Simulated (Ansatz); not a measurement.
**TlGa (hypothetical, Fm-3m): thermal expansion from first principles**

Wanted: α(T), C_P(T) and B(T) of TlGa (hypothetical) in the quasi-harmonic approximation. The compound is hypothetical: it was made by swapping elements on a known structure type.

Program: Ansatz 0.2.0. Level of theory: DFT PBE, scalar-relativistic, plane waves, PAW. Results are calculated unless marked as measured.

This is a report of a sequence of runs, with most program output left out.

### 1. The starting structure

The structure is cubic, space group Fm-3m (No. 225). The conventional cell has a = 5.282 Å, b = 5.282 Å, c = 5.282 Å, α = 90.00°, β = 90.00°, γ = 90.00°. Nearest to Tl lie 6 Ga at 2.64 Å. Nearest to Ga lie 6 Tl at 2.64 Å. Farther neighbours are not listed.

Coordinates:

```cif
data_structure
_symmetry_space_group_name_H-M 'P 1'
_symmetry_Int_Tables_number 1
_cell_length_a 3.7350
_cell_length_b 3.7350
_cell_length_c 3.7350
_cell_angle_alpha 60.000
_cell_angle_beta 60.000
_cell_angle_gamma 60.000
_cell_volume 36.84
loop_
_atom_site_label
_atom_site_type_symbol
_atom_site_fract_x
_atom_site_fract_y
_atom_site_fract_z
_atom_site_occupancy
Tl1 Tl 0.00000 0.00000 0.00000 1
Ga2 Ga 0.50000 0.50000 0.50000 1
```

### 2. A first coarse run

A cheap single point shows whether the cell is a metal or an insulator and how far it is from rest; that sets the k-mesh and the occupations of what follows.

File input.yaml:

```yaml
crystal:
  lattice:
    - [0.0, 2.64103, 2.64103]
    - [2.64103, 0.0, 2.64103]
    - [2.64103, 2.64103, 0.0]
  atoms:
    - { symbol: Tl, position: [0.0, 0.0, 0.0] }
    - { symbol: Ga, position: [0.5, 0.5, 0.5] }
kpoints:
  mp_grid: { grid: [6, 6, 6] }
hamiltonian:
  xc: pbe
scf:
  occupations: { method: gaussian, width: 0.1 }
output:
  forces: true
  stress: true
  eigenvalues: true
```

The run is started by

```bash
$ ansatz run input.yaml --threads 4 --pin off --max-ram 8192MiB --backend cpu --events-out ev --progress --plain --runs-dir out
```

The job ended after 1.4 s (4 threads of Intel Xeon Platinum 8488C (Sapphire Rapids), shared host; peak memory 0.36 GiB; 1.8 s of CPU time).

Numbers from this step:

```
pressure          : 30.72 GPa
volume per atom   : 18.42 Å³
gap on the k-mesh : 0 eV
```

The start is under 31 GPa at this level and looks like a metal on this mesh.

### 3. A loose first relaxation

The start is far from rest, so a relaxation with loose thresholds first brings it near the minimum.

input.yaml, as its differences from that of step 2:

```diff
@@ -18 +18,6 @@
   eigenvalues: true
+relax:
+  adjacent_minimum: "off"
+  f_tol: 0.05
+  max_steps: 80
+  cell: { stress_tol: 0.5 }
```

It took 2.1 s on 4 threads; peak memory 0.4 GiB.

The steps of the relaxation:

| step | energy less that of the first step (eV) | largest force component (eV/Å) | pressure (GPa) | volume (Å³) |
| --- | --- | --- | --- | --- |
| 1 | 0.0000 | 0.0000 | 30.72 | 36.84 |
| 2 | -0.7195 | 0.0000 | 12.47 | 42.50 |
| 3 | -0.9866 | 0.0000 | 5.29 | 47.46 |
| 4 | -1.0615 | 0.0000 | 0.47 | 51.91 |
| 5* | -1.0806 | 0.0000 | 1.28 | 51.91 |
| 6 | -1.0871 | 0.0000 | 0.41 | 53.23 |
| 7* | -1.0874 | 0.0000 | 0.40 | 53.23 |

Relaxation steps marked * repeat the geometry before them on a plane-wave basis chosen anew for their cell, so energy and pressure can jump there.

The run keeps the 48 symmetry operations that it works with, so distortions that break them were not tested.

| cell as run | before | after | change |
| --- | --- | --- | --- |
| a (Å) | 3.735 | 4.222 | +13.0 % |
| b (Å) | 3.735 | 4.222 | +13.0 % |
| c (Å) | 3.735 | 4.222 | +13.0 % |
| volume (Å³/atom) | 18.42 | 26.61 | +44.5 % |

The relaxed structure:

```cif
data_structure
_symmetry_space_group_name_H-M 'P 1'
_symmetry_Int_Tables_number 1
_cell_length_a 4.2223
_cell_length_b 4.2223
_cell_length_c 4.2223
_cell_angle_alpha 60.000
_cell_angle_beta 60.000
_cell_angle_gamma 60.000
_cell_volume 53.23
loop_
_atom_site_label
_atom_site_type_symbol
_atom_site_fract_x
_atom_site_fract_y
_atom_site_fract_z
_atom_site_occupancy
Tl1 Tl 0.00000 0.00000 0.00000 1
Ga2 Ga 0.50000 0.50000 0.50000 1
```

Numbers from this step:

```
pressure        : 0.4004 GPa
volume per atom : 26.61 Å³
```

The relaxation ends with a pressure of 0.40 GPa.

### 4. Finding the static equilibrium

The vibrations must be taken about the equilibrium of this functional, not about the starting cell, so the structure is relaxed.

input.yaml, the sections that differ from step 3:

```yaml
crystal:
  lattice:
    - [0.0, 2.985586778, 2.985586778]
    - [2.985586778, 0.0, 2.985586778]
    - [2.985586778, 2.985586778, 0.0]
  atoms:
    - { symbol: Tl, position: [0.0, 0.0, 0.0] }
    - { symbol: Ga, position: [0.5, 0.5, 0.5] }
kpoints:
  mp_grid: { grid: [12, 12, 12] }
relax:
  adjacent_minimum: "off"
  f_tol: 0.005
  max_steps: 80
  cell: { stress_tol: 0.05 }
# hamiltonian, scf, output: as in step 3
```

The job ended after 4.2 s (4 threads; peak memory 0.48 GiB; 12 s of CPU time).

Step by step:

| step | energy less that of the first step (eV) | largest force component (eV/Å) | pressure (GPa) | volume (Å³) |
| --- | --- | --- | --- | --- |
| 1 | 0.0000 | 0.0000 | 0.25 | 53.23 |
| 2 | -0.0003 | 0.0000 | 0.08 | 53.60 |
| 3 | -0.0003 | 0.0000 | 0.01 | 53.77 |
| 4* | -0.0004 | 0.0000 | 0.01 | 53.77 |

Relaxation steps marked * repeat the geometry before them on a plane-wave basis chosen anew for their cell, so energy and pressure can jump there.

The run keeps the 48 symmetry operations that it works with, so distortions that break them were not tested.

| conventional cell, symmetrised | before | after | change |
| --- | --- | --- | --- |
| a (Å) | 5.971 | 5.992 | +0.3 % |
| b (Å) | 5.971 | 5.992 | +0.3 % |
| c (Å) | 5.971 | 5.992 | +0.3 % |
| volume (Å³/atom) | 26.61 | 26.89 | +1.0 % |

The relaxed structure:

```cif
data_structure
_symmetry_space_group_name_H-M 'P 1'
_symmetry_Int_Tables_number 1
_cell_length_a 4.2367
_cell_length_b 4.2367
_cell_length_c 4.2367
_cell_angle_alpha 60.000
_cell_angle_beta 60.000
_cell_angle_gamma 60.000
_cell_volume 53.77
loop_
_atom_site_label
_atom_site_type_symbol
_atom_site_fract_x
_atom_site_fract_y
_atom_site_fract_z
_atom_site_occupancy
Tl1 Tl 0.00000 0.00000 0.00000 1
Ga2 Ga 0.50000 0.50000 0.50000 1
```

Numbers from this step:

```
pressure        : 0.005744 GPa
volume per atom : 26.89 Å³
```

The relaxation ends with a pressure of 0.01 GPa.

### 5. Relaxing to small residual forces and stress

The thresholds are tightened for a last relaxation ahead of the phonons, and where mesh or smearing change with them the cell follows.

input.yaml, the sections that differ from step 4:

```yaml
crystal:
  lattice:
    - [0.0, 2.995815394, 2.995815394]
    - [2.995815394, 0.0, 2.995815394]
    - [2.995815394, 2.995815394, 0.0]
  atoms:
    - { symbol: Tl, position: [0.0, 0.0, 0.0] }
    - { symbol: Ga, position: [0.5, 0.5, 0.5] }
scf:
  occupations: { method: methfessel_paxton, width: 0.15 }
relax:
  adjacent_minimum: "off"
  f_tol: 0.001
  max_steps: 60
  cell: { stress_tol: 0.01 }
# kpoints, hamiltonian, output: as in step 4
```

Run time: 2.4 s. Hardware: 4 threads; peak memory 0.47 GiB.

Little changed from the start: no atom moved by 0.005 Å and no cell edge by 0.1 %.

This step gave:

| Item | Value |
| --- | --- |
| pressure | -0.006190 GPa |
| volume per atom | 26.88 Å³ |

The residual pressure is -0.0062 GPa, small enough for phonons.

### 6. Phonons on strained cells, q-mesh 2×2×2

Thermal expansion follows from how the free energy of the vibrations (and of the electrons in a metal) changes with strain, so the program makes strained cells, their phonons and a fit in one run.

input.yaml, the sections that differ from step 5:

```yaml
crystal:
  lattice:
    - [0.0, 2.9953678143, 2.9953678143]
    - [2.9953678143, 0.0, 2.9953678143]
    - [2.9953678143, 2.9953678143, 0.0]
  atoms:
    - { symbol: Tl, position: [0.0, 0.0, 0.0] }
    - { symbol: Ga, position: [0.5, 0.5, 0.5] }
output:
  eigenvalues: true
phonons:
  method: dfpt
  qmesh: [2, 2, 2]
  temperatures: { t_max: 530.0, t_step: 50 }
  thermal_expansion: {}
# kpoints, hamiltonian, scf: as in step 5
# relax: removed
```

Wall time 69 s (4 threads); peak memory 1.6 GiB.

The run ended with an error.

The program's message: “vibrations stand at or below zero in cell 4 (1.125 modes a cell, the lowest at -20.8 cm⁻¹): the crystal is at no minimum there, or its k-points are too few: type the crystal that it becomes, another p …”

### 7. The quasi-harmonic study, q-mesh 4×4×4

The study relaxes the crystal at several strains, solves the phonons on some of them and minimises the free energy at each temperature (static energy, vibrations, the electrons in a metal, and PV under a set pressure); the q-mesh sets how far the force constants reach.

input.yaml, as its differences from that of step 6:

```diff
@@ -18,3 +18,3 @@
   method: dfpt
-  qmesh: [2, 2, 2]
+  qmesh: [4, 4, 4]
   temperatures: { t_max: 530.0, t_step: 50 }
```

Run time: 6.6 min. Hardware: 4 threads; peak memory 4.2 GiB.

The run ended with an error.

The program's message: “vibrations stand at or below zero in cell 4 (0.703 modes a cell, the lowest at -20.8 cm⁻¹): the crystal is at no minimum there, or its k-points are too few: type the crystal that it becomes, another p …”

### 8. Phonons of the refused cell

The study refused this cell, so its phonons are run alone to see which modes are imaginary.

input.yaml, the sections that differ from step 7:

```yaml
phonons:
  method: dfpt
  qmesh: [4, 4, 4]
  temperatures: { t_max: 1000, t_step: 50 }
  qpath:
    path:
      - [[0.0, 0.0, 0.0], [0.5, 0.0, 0.5], [0.625, 0.25, 0.625]]
      - [[0.375, 0.375, 0.75], [0.0, 0.0, 0.0], [0.5, 0.5, 0.5], [0.5, 0.25, 0.75], [0.5, 0.0, 0.5]]
    npoints: 10
# crystal, kpoints, hamiltonian, scf, output: as in step 7
```

Run time: 4.6 min. Hardware: 4 threads; peak memory 3.6 GiB.

Numbers from this step:

```yaml
gamma_frequencies: 0, 0, 0, 100.8, 100.8, 100.8 cm⁻¹ (negative: imaginary)
lowest_frequency_on_the_path: -20.84 cm⁻¹
point_group: m-3m
highest_frequency: 122.8 cm⁻¹
```

No LO-TO term. Phonon branches along the path, in cm⁻¹:

| point | branch 1 | branch 2 | branch 3 | branch 4 | branch 5 | branch 6 |
| --- | --- | --- | --- | --- | --- | --- |
| Γ | 0 | 0 | 0 | 101 | 101 | 101 |
| halfway | -16 | -16 | 46 | 77 | 108 | 108 |
| X | -21 | -21 | -13 | 109 | 109 | 123 |
| halfway | -17 | -13 | -9 | 107 | 108 | 120 |
| U | 4 | 9 | 10 | 99 | 101 | 115 |
| jump to K | 4 | 9 | 10 | 99 | 101 | 115 |
| halfway | -20 | 45 | 49 | 73 | 80 | 114 |
| Γ | 0 | 0 | 0 | 101 | 101 | 101 |
| halfway | 31 | 31 | 36 | 96 | 96 | 98 |
| L | 54 | 54 | 55 | 74 | 78 | 78 |
| halfway | 16 | 18 | 52 | 74 | 100 | 101 |
| W | -20 | -20 | 50 | 70 | 114 | 114 |
| halfway | -20 | -10 | 19 | 96 | 113 | 118 |
| X | -21 | -21 | -13 | 109 | 109 | 123 |

The phonon density of states has structure finer than the step of the table below, so its rows give means over 5 cm⁻¹, whole bins alone (the curve runs from -21 to 123 cm⁻¹). Peaks (cm⁻¹: height): -15.0: 0.0649, 49.0: 0.089, 75.0: 0.0721, 109.0: 0.115.

Tetrahedra on 20 20 20, mean over bins of 2 cm⁻¹. Phonon density of states against wavenumber; means over each step:

| wavenumber (cm⁻¹) | phonon density of states (1/cm⁻¹/cell) |
| --- | --- |
| -15 | 0.0596 |
| -10 | 0.0528 |
| -5 | 0.0306 |
| 0 | 0.0240 |
| 5 | 0.0230 |
| 10 | 0.0261 |
| 15 | 0.0314 |
| 20 | 0.0358 |
| 25 | 0.0388 |
| 30 | 0.0405 |
| 35 | 0.0422 |
| 40 | 0.0452 |
| 45 | 0.0553 |
| 50 | 0.0638 |
| 55 | 0.00712 |
| 60 | 0 |
| 65 | 2.7e-4 |
| 70 | 0.0165 |
| 75 | 0.0611 |
| 80 | 0.0556 |
| 85 | 0.0502 |
| 90 | 0.0507 |
| 95 | 0.0548 |
| 100 | 0.0647 |
| 105 | 0.0851 |
| 110 | 0.109 |
| 115 | 0.0452 |
| 120 | 0.00609 |

No LO-TO term. Modes at Γ, with each element's share of the kinetic energy:

| mode | frequency (cm⁻¹) | symmetry | Tl % | Ga % |
| --- | --- | --- | --- | --- |
| 1 | 0.0 | T1u | 75 | 25 |
| 2 | 0.0 | T1u | 75 | 25 |
| 3 | 0.0 | T1u | 75 | 25 |
| 4 | 100.8 | T1u | 25 | 75 |
| 5 | 100.8 | T1u | 25 | 75 |
| 6 | 100.8 | T1u | 25 | 75 |

Displacements in mode 6 (100.8 cm⁻¹), the largest set to 1:
```
Tl1 -0.34  0.00  0.00
Ga2  1.00  0.00  0.00
```

Lowest modes at the softest wavevector of the mesh; phase exp(i q.(R + tau)). The modes at q = (0.500, 0.500, 0.000) (shares of kinetic energy by element, %) (negative means imaginary):

| mode | frequency (cm⁻¹) | Tl % | Ga % |
| --- | --- | --- | --- |
| 1 | -20.8 | 71 | 29 |
| 2 | -20.8 | 71 | 29 |
| 3 | -12.9 | 71 | 29 |
| 4 | 108.9 | 29 | 71 |
| 5 | 108.9 | 29 | 71 |
| 6 | 122.7 | 29 | 71 |

Displacements in mode 2 (-20.8 cm⁻¹), the largest set to 1, in the home cell:
```
Tl1  0.92  0.00  0.00
Ga2 -1.00  0.00  0.00
```

Displacements in mode 6 (122.7 cm⁻¹), the largest set to 1, in the home cell:
```
Tl1  0.00  0.00  0.37
Ga2  0.00  0.00 -1.00
```

The modes has structure finer than the step of the table below, so its rows give means over 5 cm⁻¹, whole bins alone (the curve runs from -30.6 to 136 cm⁻¹). Peaks (cm⁻¹: height): Ga -12.8: 0.0188, 23.8: 0.0113, 75.1: 0.056, 109.7: 0.0771; Tl -12.8: 0.0475, 50.0: 0.0633, 109.7: 0.0301.

Phonopy on the run's constants, 17x17x17 mesh, Gaussian sigma 2.0 cm⁻¹. The modes by wavenumber; means over each step; values in 1/cm⁻¹/cell:

| wavenumber (cm⁻¹) | Ga | Tl |
| --- | --- | --- |
| -25 | 4.8e-4 | 0.00120 |
| -20 | 0.00827 | 0.0205 |
| -15 | 0.0177 | 0.0445 |
| -10 | 0.0159 | 0.0403 |
| -5 | 0.00811 | 0.0207 |
| 0 | 0.00219 | 0.00557 |
| 5 | 0.00532 | 0.0133 |
| 10 | 0.00890 | 0.0222 |
| 15 | 0.00962 | 0.0245 |
| 20 | 0.00971 | 0.0257 |
| 25 | 0.0111 | 0.0296 |
| 30 | 0.0104 | 0.0299 |
| 35 | 0.0102 | 0.0323 |
| 40 | 0.00919 | 0.0350 |
| 45 | 0.00767 | 0.0449 |
| 50 | 0.00369 | 0.0563 |
| 55 | 4.2e-4 | 0.0144 |
| 60 | 6.7e-6 | 1.9e-4 |
| 65 | 0.00145 | 1.2e-4 |
| 70 | 0.0217 | 0.00139 |
| 75 | 0.0517 | 0.00513 |
| 80 | 0.0450 | 0.00838 |
| 85 | 0.0373 | 0.0101 |
| 90 | 0.0391 | 0.0128 |
| 95 | 0.0405 | 0.0144 |
| 100 | 0.0466 | 0.0173 |
| 105 | 0.0614 | 0.0235 |
| 110 | 0.0744 | 0.0290 |
| 115 | 0.0359 | 0.0143 |
| 120 | 0.00543 | 0.00220 |
| 125 | 5.5e-4 | 2.3e-4 |
| 130 | 2.0e-6 | 1.0e-6 |

The lowest solved frequency is -20.8 cm⁻¹, so the cell is unstable here and gives no valid free energy.

### 9. Outcome

```json
{
  "lowest frequency at the solved wavevectors": "-20.8 cm⁻¹"
}
```

In words: With imaginary harmonic modes at the relaxed cell the quasi-harmonic free energy is undefined, so no expansion is obtained for this phase at this level. The softest solved mode is 21i cm⁻¹ at q = (0, -0.5, -0.5), and 4 of 8 solved wavevectors carry a mode beyond 8i cm⁻¹. In a metal soft modes also hang on the k-mesh and the smearing, which were not converged here.

[Logs are printed without paths, hosts, clocks, repeated set-up lines and the standing remarks that a program may print on its own settings, such as how far it seeks lower states.]

[Hosts, paths, dates, database ids (printed as entryN), source tags and the programs' standing remarks are cut or masked in the printed files.]

[A step with changed settings may run another functional than the one named; its input shows which.]

[Pressures of single members of a volume series are the stress at the run's cutoff; with an incomplete basis they can lie off −dE/dV of the same runs, and they are not shown converged.]
